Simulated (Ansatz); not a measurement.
## From PBEsol to G0W0: MoS2/MoSSe (van der Waals superlattice) (P3m1)

How far does one-shot GW move the PBEsol gap of MoS2/MoSSe (van der Waals superlattice) (P3m1)?

Main program and level: Ansatz 0.2.0; PBEsol, then G0W0 on it, plane waves, PAW.

The structure was built from a prototype and need not be the compound's stable phase.

**1. Starting point**

It takes space group P3m1 (No. 156, trigonal). Conventional cell: a = 3.219 Å, b = 3.219 Å, c = 12.530 Å, α = 90.00°, β = 90.00°, γ = 120.00°. Nearest to Mo lie 6 S at 2.43 Å. S has 3 Mo at 2.43 Å nearest. Nearest to Mo lie 3 Se at 2.47 Å and 3 S at 2.47 Å. S has 3 Mo at 2.47 Å nearest. Nearest to Se lie 3 Mo at 2.47 Å. It derives from Mo1S1Se1. Farther neighbours and most contacts between anions are not listed.

The start is a generated structure, not a measured one.

The logs state that the PAW files were generated under PBE.

**2. Relaxing the structure**

The structure is relaxed first.

This step: DFT, PBEsol-D3(BJ), plane waves, PAW; PAW set soft_1.

input.yaml reads:

```yaml
crystal:
  lattice:
    - [3.21875, 0.0, 0.0]
    - [-1.609375, 2.7875192684, 0.0]
    - [0.0, 0.0, 12.5300000031]
  atoms:
    - { symbol: Mo, position: [0.3333333333, 0.6666666667, 0.2490023944] }
    - { symbol: S, position: [0.6666666667, 0.3333333333, 0.3743016761] }
    - { symbol: S, position: [0.6666666667, 0.3333333333, 0.1237031125] }
    - { symbol: Mo, position: [0.0, 0.0, 0.7470071826] }
    - { symbol: S, position: [0.3333333333, 0.6666666667, 0.8762968875] }
    - { symbol: Se, position: [0.3333333333, 0.6666666667, 0.6177174779] }
kpoints:
  mp_grid: { grid: [9, 9, 2] }
hamiltonian:
  xc: pbesol
  dispersion: d3bj
  pseudopotentials: { kind: paw, azcp: { folder: soft_1 }, xc_functional: pbe }
scf:
  occupations: { method: fermi_dirac, width: 0.02 }
relax:
  f_tol: 0.01
  max_steps: 100
  cell: {}
output:
  write_density: true
  write_potential: true
  elf: true
  volumetric_format: npy
```

Command:

```console
> ansatz run input.yaml --threads 2 --pin off --max-ram 92160MiB --backend cuda --events-out ev --progress --plain --runs-dir out --devices 1 --max-vram 13GiB
```

Numbers of over 12 decimals in the logs are rounded to 6 here.

Output:

```text
GPUs: using 1 of 1 available (devices: 1).
Engine: ansatz 0.2.0, x86_64-unknown-linux-gnu
Pseudopotentials: kind: paw
Pseudopotential: Mo, paw, valence charge 14, recommended cutoff 420 eV (normal), soft_1/Mo.paw.azcp
Pseudopotential: S, paw, valence charge 6, recommended cutoff 420 eV (normal), soft_1/S.paw.azcp
Pseudopotential: Se, paw, valence charge 16, recommended cutoff 420 eV (normal), soft_1/Se.paw.azcp
Functional definition: PBEsol
  exchange = pbesol_x
  correlation = pbesol_c
device memory: the entry about to start is reckoned to put 1.5 GiB on a device that reports 48.8 GiB free (of which the cap on the GPU budget leaves the run 13.0 GiB)
GPU FFT provider: cuFFT
GPU libraries: cuBLAS 13.8.2, cuFFT 12.4.0, cuSOLVER 12.3.4
Crystal: 6 atoms, lattice volume = 112.423 Å³
Basis set: ecut = 420 eV, 2237 PW (Γ), exchange–correlation on 48×48×180 points (8 copies of the dense FFT grid, shifted against one another)
Bands: 38, of which v1, the nominal top of the filled ones, is band 31 counted from 1 (30 counted from 0)
Symmetry: 6 space group operations
Space group: P3m1 (ITA 156), of the structure as read, at distance tolerance 4.8e-5 Å
k-points: 24 of 162 (time reversal used)
Non-local potential: Mo, projectors of the file, l = 0: 3, l = 1: 2, l = 2: 2, l = 3: 1
Non-local potential: S, projectors of the file, l = 0: 2, l = 1: 2, l = 2: 1
Non-local potential: Se, projectors of the file, l = 0: 2, l = 1: 2, l = 2: 3, l = 3: 1
PAW form: soft (Blöchl's): semilocal exchange-correlation on the pseudo side does not see the compensation charge
PAW frozen core: Mo, regenerated for the run's functional, and the local potential with it (the file was generated under x = pbe(κ = 0.804, μ = 0.219515), c = pbe(β = 0.066725))
PAW frozen core: S, regenerated for the run's functional, and the local potential with it (the file was generated under x = pbe(κ = 0.804, μ = 0.219515), c = pbe(β = 0.066725))
PAW frozen core: Se, regenerated for the run's functional, and the local potential with it (the file was generated under x = pbe(κ = 0.804, μ = 0.219515), c = pbe(β = 0.066725))
PAW one-centre angular grid: Mo, 590 points (default); XC on 64 Gauss nodes
PAW one-centre angular grid: S, 110 points (default); XC on 64 Gauss nodes
PAW one-centre angular grid: Se, 590 points (default); XC on 64 Gauss nodes
Initial density: superposition of atomic densities (chi_scale 0.1, normalization cell), built separately for each of the 2 bonded fragments (scf.initial_density.interfragment_charge_transfer: auto; true builds it for the cell as a whole; a typed value also counts as a typed key of the start: scf.initial_density.chi_scale says what that changes, if anything)
Initial wavefunctions: pseudopotential atomic-orbital guess
GPU buffer pool allocated for 51840 grid points (all kernels)
GPU transforms: local potential and band sums: pruned to the plane-wave sphere, on 24×24×90
Functional: x = pbesol(κ = 0.804, μ = 0.123457), c = pbesol(β = 0.046)
SCF iter   1: F=—  HF=-17883.025652 eV  |F-HF|=—  |Δ(HF+E_count)|=         —  Δρ=5.57e-2  dr2=5.78e0  ethr=3.10e-3  ⟨swp⟩=9.5  Hψ=4494  notcnv=0
preconditioner: auto → Resta (q_TF=auto, 2.471 Å⁻¹)  ε∞=7.7  [insulator: Δε(μ)=0.572 eV  Ē_g=8.098 eV  σ=0.020 eV  W_gap=1.00  n_scr=38 (ndim 8)  ℏωp=21.0 eV  f_vac=0.006  D(μ)=0.00/eV (n_scr^D=0)  ε∞_Penn≈7.7]
SCF iter   2: F=—  HF=-17881.838121 eV  |F-HF|=—  |Δ(HF+E_count)|=    1.19e0  Δρ=3.02e-2  dr2=1.64e0  ethr=3.10e-3  ⟨swp⟩=2.2  Hψ=1545  notcnv=0  defer=24
SCF iter   3: F=—  HF=-17881.378538 eV  |F-HF|=—  |Δ(HF+E_count)|=   4.60e-1  Δρ=4.77e-3  dr2=3.54e-2  ethr=2.64e-3  ⟨swp⟩=2.7  Hψ=1416  notcnv=0  defer=24
SCF iter   4: F=—  HF=-17881.375937 eV  |F-HF|=—  |Δ(HF+E_count)|=   2.60e-3  Δρ=1.28e-3  dr2=3.81e-3  ethr=5.72e-5  ⟨swp⟩=2.8  Hψ=1978  notcnv=0  defer=24
SCF iter   5: F=—  HF=-17881.375495 eV  |F-HF|=—  |Δ(HF+E_count)|=   4.42e-4  Δρ=6.10e-4  dr2=8.05e-4  ethr=6.15e-6  ⟨swp⟩=2.0  Hψ=1729  notcnv=0  defer=24
SCF iter   6: F=—  HF=-17881.375738 eV  |F-HF|=—  |Δ(HF+E_count)|=   2.43e-4  Δρ=2.22e-4  dr2=8.17e-5  ethr=1.30e-6  ⟨swp⟩=2.0  Hψ=1584  notcnv=0  defer=24
SCF iter   7: F=—  HF=-17881.375906 eV  |F-HF|=—  |Δ(HF+E_count)|=   1.67e-4  Δρ=5.41e-5  dr2=5.10e-6  ethr=1.32e-7  ⟨swp⟩=2.2  Hψ=1425  notcnv=0  defer=24
SCF iter   8: F=—  HF=-17881.375911 eV  |F-HF|=—  |Δ(HF+E_count)|=   5.67e-6  Δρ=1.71e-5  dr2=5.94e-7  ethr=8.23e-9  ⟨swp⟩=2.2  Hψ=1386  notcnv=0  defer=24
SCF iter   9: F=-17881.375912 eV  HF=-17881.375912 eV  |F-HF|=1.40e-8  |Δ(HF+E_count)|=   3.47e-7  Δρ=4.92e-6  dr2=4.17e-8  ethr=1.61e-10  ⟨swp⟩=10.9  Hψ=6813  notcnv=0
SCF 1 converged in 9 iterations: F = -17881.375912 eV  dr2 = 4.17e-8
  greatest PAW one-centre occupation: 1.000 electrons in one spin orbital (limit 2), on the Se atom at site 5 (counted from 0), in its partial waves of l = 2
relax step   1: F+E_penalty+E_count = -17881.37591151 eV  Δ(F+E_penalty+E_count) = +0.000e0 eV  max|allowed force component| = 2.465e0 eV/Å  Δτ_max = 0.0000 Å  P = -7.437 GPa  Ω = 112.423 Å³  (9 SCF iters, dr2 threshold 1.00e-7 eV, accepted)
[...]
relax step   2: F+E_penalty+E_count = -17881.56727269 eV  Δ(F+E_penalty+E_count) = -1.914e-1 eV  max|allowed force component| = 7.032e-1 eV/Å  Δτ_max = 0.1566 Å  P = +4.486 GPa  Ω = 97.044 Å³  energy of the carried Pulay correction = +2.731e-3 eV  (7 SCF iters, dr2 threshold 6.00e-7 eV, accepted)
[...]
relax step   3: F+E_penalty+E_count = -17881.71415287 eV  Δ(F+E_penalty+E_count) = -1.469e-1 eV  max|allowed force component| = 1.155e-1 eV/Å  Δτ_max = 0.1172 Å  P = -0.901 GPa  Ω = 102.209 Å³  energy of the carried Pulay correction = +1.770e-3 eV  (7 SCF iters, dr2 threshold 6.00e-7 eV, accepted)
[...]
relax step   4: F+E_penalty+E_count = -17881.71633196 eV  Δ(F+E_penalty+E_count) = -2.179e-3 eV  max|allowed force component| = 7.392e-2 eV/Å  Δτ_max = 0.0062 Å  P = -0.657 GPa  Ω = 101.952 Å³  energy of the carried Pulay correction = +1.816e-3 eV  (6 SCF iters, dr2 threshold 6.00e-7 eV, accepted)
[...]
relax step   5: F+E_penalty+E_count = -17881.72087817 eV  Δ(F+E_penalty+E_count) = -4.546e-3 eV  max|allowed force component| = 1.603e-2 eV/Å  Δτ_max = 0.0324 Å  P = -0.053 GPa  Ω = 100.915 Å³  energy of the carried Pulay correction = +2.006e-3 eV  (6 SCF iters, dr2 threshold 6.00e-7 eV, accepted)
[...]
relax step   6: F+E_penalty+E_count = -17881.72093241 eV  Δ(F+E_penalty+E_count) = -5.424e-5 eV  max|allowed force component| = 1.454e-3 eV/Å  Δτ_max = 0.0037 Å  P = -0.003 GPa  Ω = 100.871 Å³  energy of the carried Pulay correction = +2.014e-3 eV  (6 SCF iters, dr2 threshold 2.91e-8 eV, accepted)
[...]
relax step   7: F+E_penalty+E_count = -17881.71904438 eV  Δ(F+E_penalty+E_count) = +1.888e-3 eV  max|allowed force component| = 1.868e-3 eV/Å  Δτ_max = 0.0000 Å  P = -0.004 GPa  Ω = 100.871 Å³  stress off target by 6.71e-3 GPa  SCF on the basis re-selected at this cell (its energy is not comparable with the rows above)  (6 SCF iters)
basis re-selected at this cell: Δ(F+E_penalty+E_count) = +1.888e-3 eV, ΔP = -0.002 GPa vs the last step (what re-selecting the basis moved, of the pressure what is left beyond the Pulay correction that the steps carried, after the strain that the cell walked since its last selection, with what the two solves' SCF thresholds leave and, on support functions, any second-order correction that the steps lacked; it is no measure of the basis error at this ecutwfc). The dense FFT grid was sized anew with the basis: this SCF ran on 24×24×80 points, the steps before it on 24×24×90, so part of this shift can come from that change (see relax.cell in the input reference). [rest of the remark cut]
SCF converged after 6 iterations
Free energy (F): -17881.719044 eV
Harris-Foulkes:  -17881.719044 eV  (|F-HF|=3.64e-12)
Internal energy: -17881.719044 eV  (E = F + TS)
E sigma→0 (E₀):  -17881.719044 eV
Entropy (-TS):   -0.000000 eV (-0.000 meV/atom)
Fermi energy:    13.286516 eV
--- Per-component energies (eV) ---
  E_band       = -568.136688
  E_kinetic    = 1279.737781
  E_local      = -6610.454462  (includes V_loc(G=0)·N_el)
  E_nonlocal   = 51.624978
  E_hartree    = 3016.091494
  E_xc         = -702.892410
  E_vxc        = -781.691877  (∫ρ·V_xc dr)
  E_paw        = -10171.577303  (= ΣΔE_a)
  E_vpaw       = -539.535831  (= ΣTr[D̂ρ^β])
  E_aug_tail   = -0.000277  (compensation charges beyond the density's cutoff)
  E_ewald      = -4743.341228
  E_disp       = -2.520518  (pairwise vdW)
  E_core_change = 1.612900  (= ΣΔE_core)
  E_smearing   = -0.000000  (= −TS)
  E_closure    = 0.000000  (closes the sum)
  Σ components = -17881.719044   (vs F -17881.719044, Δ=0.00e0)
--- Forces (eV/Å), atoms counted from 1 ---
  atom   1  Mo     0.00000000     0.00000000    -0.00040213
  atom   2  S      0.00000000     0.00000000     0.00140247
  atom   3  S      0.00000000     0.00000000    -0.00113081
  atom   4  Mo    -0.00000000    -0.00000000    -0.00144026
  atom   5  S      0.00000000     0.00000000     0.00186732
  atom   6  Se     0.00000000     0.00000000    -0.00029770
  max |Σ_I F_I| component: 1.11e-6 eV/Å
--- Stress (GPa, compression-positive) ---
       -0.002900       0.000000       0.000000
        0.000000      -0.002900       0.000000
        0.000000       0.000000      -0.006711
  P = ⅓ Tr σ = -0.0042 GPa (-0.042 kbar)
--- Band table (eV; the first three rows and the last of 24) ---
  k-point 0: bands = [... 27 lower, 11.2214, 11.3090, 12.0908, 13.0439, 14.7156, 14.7156, 14.9690, 14.9690, ... 3 higher]
  k-point 1: bands = [... 27 lower, 11.2200, 11.2200, 12.5354, 12.9571, 14.7256, 14.7256, 14.9333, 14.9333, ... 3 higher]
  k-point 2: bands = [... 27 lower, 10.9802, 11.3586, 12.1027, 12.5771, 14.6084, 14.6783, 14.7374, 15.0239, ... 3 higher]
  k-point 23: bands = [... 27 lower, 9.7037, 9.9642, 11.8798, 12.3363, 13.6629, 14.1289, 14.6543, 14.7990, ... 3 higher]
--- Relaxed structure (6 steps of the walk, 6 accepted, 1 SCFs on fresh bases) ---
  F+E_penalty+E_count = -17881.71904438 eV   max|allowed force component| = 1.868e-3 eV/Å   (the final SCF, on the basis selected at the relaxed cell)
  cell:  # Å, volume = 100.8706 Å³
    - [3.144473, 0, 0]
    - [-1.572237, 2.723194, 0]
    - [0, 0, 11.779807]
  atoms:
    - { symbol: Mo, position: [0.333333, 0.666667, 0.244122] }
    - { symbol: S, position: [0.666667, 0.333333, 0.375572] }
    - { symbol: S, position: [0.666667, 0.333333, 0.112396] }
    - { symbol: Mo, position: [-1.850371707681668e-17, -3.3923481307901146e-17, 0.756990] }
    - { symbol: S, position: [0.333333, 0.666667, 0.887305] }
    - { symbol: Se, position: [0.333333, 0.666667, 0.611643] }
```

Run time: 12 s. Hardware: 1 × NVIDIA H100 80GB HBM3 (shared by 6 runs) with 2 threads of AMD EPYC 7R13 (Zen 3), shared host; peak memory 1 GiB; 9.6 s of CPU time.

The steps of the relaxation:

| step | energy less that of the first step (eV) | largest force component (eV/Å) | pressure (GPa) | volume (Å³) |
| --- | --- | --- | --- | --- |
| 1 | 0.0000 | 2.4646 | -7.44 | 112.42 |
| 2 | -0.1914 | 0.7032 | 4.49 | 97.04 |
| 3 | -0.3382 | 0.1155 | -0.90 | 102.21 |
| 4 | -0.3404 | 0.0739 | -0.66 | 101.95 |
| 5 | -0.3450 | 0.0160 | -0.05 | 100.92 |
| 6 | -0.3450 | 0.0015 | 0.00 | 100.87 |
| 7* | -0.3431 | 0.0019 | 0.00 | 100.87 |

Relaxation steps marked * repeat the geometry before them on a plane-wave basis chosen anew for their cell, so energy and pressure can jump there.

The run keeps the 6 symmetry operations that it works with, so distortions that break them were not tested.

| conventional cell, symmetrised | before | after | change |
| --- | --- | --- | --- |
| a (Å) | 3.219 | 3.144 | -2.3 % |
| b (Å) | 3.219 | 3.144 | -2.3 % |
| c (Å) | 12.530 | 11.780 | -6.0 % |
| volume (Å³/atom) | 18.74 | 16.81 | -10.3 % |

The atoms that moved most (Å, as changes of fractional coordinates times the final cell):

| atom | dx | dy | dz | length |
| --- | --- | --- | --- | --- |
| S3 | 0.000 | 0.000 | -0.133 | 0.133 |
| S5 | 0.000 | 0.000 | 0.130 | 0.130 |
| Mo4 | 0.000 | 0.000 | 0.118 | 0.118 |
| Se6 | 0.000 | 0.000 | -0.072 | 0.072 |
| Mo1 | 0.000 | 0.000 | -0.057 | 0.057 |
| S2 | 0.000 | 0.000 | 0.015 | 0.015 |

Final coordinates:

```xyz
6
Lattice="3.1445 0.0000 0.0000 -1.5722 2.7232 0.0000 0.0000 0.0000 11.7798" Properties=species:S:1:pos:R:3 pbc="T T T"
Mo    0.0000    1.8155    2.8757
S     1.5722    0.9077    4.4242
S     1.5722    0.9077    1.3240
Mo    0.0000    0.0000    8.9172
S     0.0000    1.8155   10.4523
Se    0.0000    1.8155    7.2050
```

The program's warnings for this run: band table not solved further.

(Continued in part 2 of 3.)

[Paths, hosts, dates, memory and timing lines, banners, echoed tables and standing remarks are left out of the program output.]

[Logs are printed without paths, hosts, clocks, repeated set-up lines and the standing remarks that a program may print on its own settings, such as how far it seeks lower states.]

[Runs of the session that timed out or met a known fault of the program may be left out.]

[Cells called generated may have been cut or substituted from an entry of the Crystallography Open Database or the Materials Project.]

[Hosts, paths, dates, database ids (printed as entryN), source tags and the programs' standing remarks are cut or masked in the printed files.]

[Where an RPA ε∞ is given, it is that of the G0W0 mesh and is not shown converged in it. Names of k-points follow the symmetry that the program found, which can be lower than the space group named. Band edges on a path are those of the sampled points; other points can move an edge, and change direct to indirect where valleys lie close.]

[Hybrid gaps are those of their k-mesh and are not shown converged in it.]
